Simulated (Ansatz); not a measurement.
# CeO2 (Fm-3m): spin-orbit coupling beyond the local functionals

Aim: the spin-orbit change of the gap of CeO2 (Fm-3m).

Method: density functionals with and without spin-orbit coupling, plane waves, PAW, in Ansatz 0.2.0.

**The experiments to reproduce.**

- Gap 3.05 ± 0.22 eV: indirect optical gap from Tauc plot; spectroscopic ellipsometry; film (polycrystalline ALD film, about 24 nm, on TiN, about 18% Ce3+) on TiN (“Structural, Chemical and Optical Properties of Cerium Dioxide Film Prepared by Atomic Layer Deposition on TiN and Si Substrates”, 2017, arxiv:1705.04071).

- Gap 3.27 eV: optical gap from UV-vis absorption, direct-gap analysis; UV-vis absorption; powder (synthesised powder, particles about 50-200 nm) (“Observation of Fast Low‐Temperature Oxygen Ion Conduction in CeO2/β"‐Al2O3 Heterostructure”, 2024, pmc:11425223).

- Gap 3.25 ± 0.05 eV: O 2p to Ce 4f charge-transfer optical gap from Tauc plot; diffuse reflectance, Tauc plot; powder (“Strengths of covalent bonds in LnO2 determined from O K-edge XANES spectra using a Hubbard model”, 2023, pmc:10646950).

- Gap 3.63 ± 0.18 eV: direct optical gap from Tauc plot; spectroscopic ellipsometry; film (polycrystalline ALD film, about 24 nm, on TiN, about 18% Ce3+) on TiN (“Structural, Chemical and Optical Properties of Cerium Dioxide Film Prepared by Atomic Layer Deposition on TiN and Si Substrates”, 2017, arxiv:1705.04071).

- Gap 3.54 ± 0.63 eV: direct optical gap from Tauc plot; spectroscopic ellipsometry; film (polycrystalline ALD film, about 24 nm, on Si, about 22% Ce3+) on Si (“Structural, Chemical and Optical Properties of Cerium Dioxide Film Prepared by Atomic Layer Deposition on TiN and Si Substrates”, 2017, arxiv:1705.04071).

Most raw output is cut from this account.

In doubt: the elements are of a kind flagged for part-filled d or f shells, though by formal charges that shell is empty here, so the flag may not apply; the elements are of a kind flagged for part-filled d or f shells, though by formal charges that shell is empty here, so the flag may not apply.

**1. Starting point**

The structure is cubic, space group Fm-3m (No. 225). The conventional cell has a = 5.407 Å, b = 5.407 Å, c = 5.407 Å, α = 90.00°, β = 90.00°, γ = 90.00°. Nearest to Ce lie 8 O at 2.34 Å. O has 4 Ce at 2.34 Å nearest. Farther neighbours and most contacts between anions are not listed.

The cell and positions come from the Crystallography Open Database and are kept as given unless a step says otherwise. Spin-orbit coupling is left out unless a step names it.

**2. HSE06, 4×4×4 mesh**

This step: DFT, HSE06, plane waves, PAW; PAW set soft_1.

File input.yaml:

```yaml
crystal:
  lattice:
    - [0.0, 2.70365, 2.70365]
    - [2.70365, 0.0, 2.70365]
    - [2.70365, 2.70365, 0.0]
  atoms:
    - { symbol: Ce, position: [0.0, 0.0, 0.0] }
    - { symbol: O, position: [0.25, 0.25, 0.25] }
    - { symbol: O, position: [0.75, 0.75, 0.75] }
kpoints:
  mp_grid: { grid: [4, 4, 4] }
  band_path:
    path:
      - [0.0, 0.0, 0.0]
      - [0.5, 0.0, 0.5]
      - [0.625, 0.25, 0.625]
      - [0.375, 0.375, 0.75]
      - [0.5, 0.5, 0.5]
      - [0.5, 0.25, 0.75]
      - [0.2625, 0.2625, 0.525]
    npoints: 1
hamiltonian:
  xc: hse06
  pseudopotentials: { kind: paw, azcp: { folder: soft_1 } }
scf:
  occupations: { method: fixed }
  n_extra_bands: 5
output:
  eigenvalues: true
  write_density: true
  write_potential: true
  elf: true
  volumetric_format: npy
```

On the command line:

```bash
> ansatz run input.yaml --threads 3 --pin off --max-ram 92160MiB --backend cuda --events-out ev --progress --plain --runs-dir out --devices 1 --max-vram 13GiB
```

Run time: 13 s. Hardware: 1 × NVIDIA H100 80GB HBM3 (shared by 6 runs) with 3 threads of AMD EPYC 7R13 (Zen 3), shared host; peak memory 1 GiB.

Numbers from this step:

| Quantity | Value |
| --- | --- |
| gap | 3.586 eV |
| valence top at | k = (0.263, 0.263, 0.525) |
| conduction bottom at | L |
| least direct gap | 3.748 eV |
| exact-exchange fraction | 0.25 |

The gap is indirect, with the least direct gap 0.16 eV higher.

**3. HSE06+SOC, 4×4×4 mesh**

The many-body steps leave out spin-orbit coupling, so its effect is taken from a two-component run, with twice the bands.

This step: DFT, HSE06 with spin-orbit coupling, plane waves, PAW; PAW set soft_1.

input.yaml, the sections that differ from step 2:

```yaml
hamiltonian:
  xc: hse06
  pseudopotentials: { kind: paw_fr, azcp: { folder: soft_1 } }
scf:
  occupations: { method: fixed }
  n_extra_bands: 10
magnetization:
  noncollinear: true
  spin_orbit: true
output:
  eigenvalues: true
# crystal, kpoints: as in step 2
```

It took 38 s on 1 × NVIDIA H100 80GB HBM3 (shared by 6 runs) with 3 threads; peak memory 1.4 GiB.

Numbers from this step:

```
gap                     : 3.531 eV
valence top at          : k = (0.263, 0.263, 0.525)
conduction bottom at    : L
least direct gap        : 3.692 eV
exact-exchange fraction : 0.25
```

The gap stands −0.06 eV against HSE06.

**4. Together**

Times are wall times on 1 × NVIDIA H100 80GB HBM3 (shared by 6 runs) with 3 threads of AMD EPYC 7R13 (Zen 3), shared host, good to a factor of about two.

```tsv
level	gap (eV)	with coupling (eV)	change (eV)	time	with coupling
HSE06	3.59	3.53	−0.06	13 s	38 s
```

**5. What came out**

| Quantity | Value |
| --- | --- |
| HSE06 | 3.59 eV |
| HSE06+SOC | 3.53 eV |

Spin-orbit coupling changes the gap by −0.06 eV and the least direct gap by −0.06 eV. Against experiment, by HSE06+SOC: the gap of 3.53 eV lies +0.48 eV from the measured 3.05 ± 0.22 eV (indirect, on TiN, 2017); the direct gap of 3.69 eV lies +0.42 eV from the measured 3.27 eV (direct, 2024); the gap of 3.53 eV lies +0.28 eV from the measured 3.25 ± 0.05 eV (optical, 2023); the direct gap of 3.69 eV lies +0.06 eV from the measured 3.63 ± 0.18 eV (direct, on TiN, 2017); the direct gap of 3.69 eV lies +0.15 eV from the measured 3.54 ± 0.63 eV (direct, on Si, 2017). An exciton line or allowed optical edge lies below the quasiparticle gap by the binding energy; a forbidden edge can push the onset above it. The lattice is static and excitons are left out. The runs have no spin polarisation. For a closed low-spin shell that is the natural state; where a d or f shell is open it is a constraint, and the gap is then not the crystal's own.

[Paths, hosts, dates, memory and timing lines, banners, echoed tables and standing remarks are left out of the program output.]

[Logs are printed without paths, hosts, clocks, repeated set-up lines and the standing remarks that a program may print on its own settings, such as how far it seeks lower states.]

[Runs of the session that timed out or met a known fault of the program may be left out.]

[Cells called generated may have been cut or substituted from an entry of the Crystallography Open Database or the Materials Project.]

[Hosts, paths, dates, database ids (printed as entryN), source tags and the programs' standing remarks are cut or masked in the printed files.]
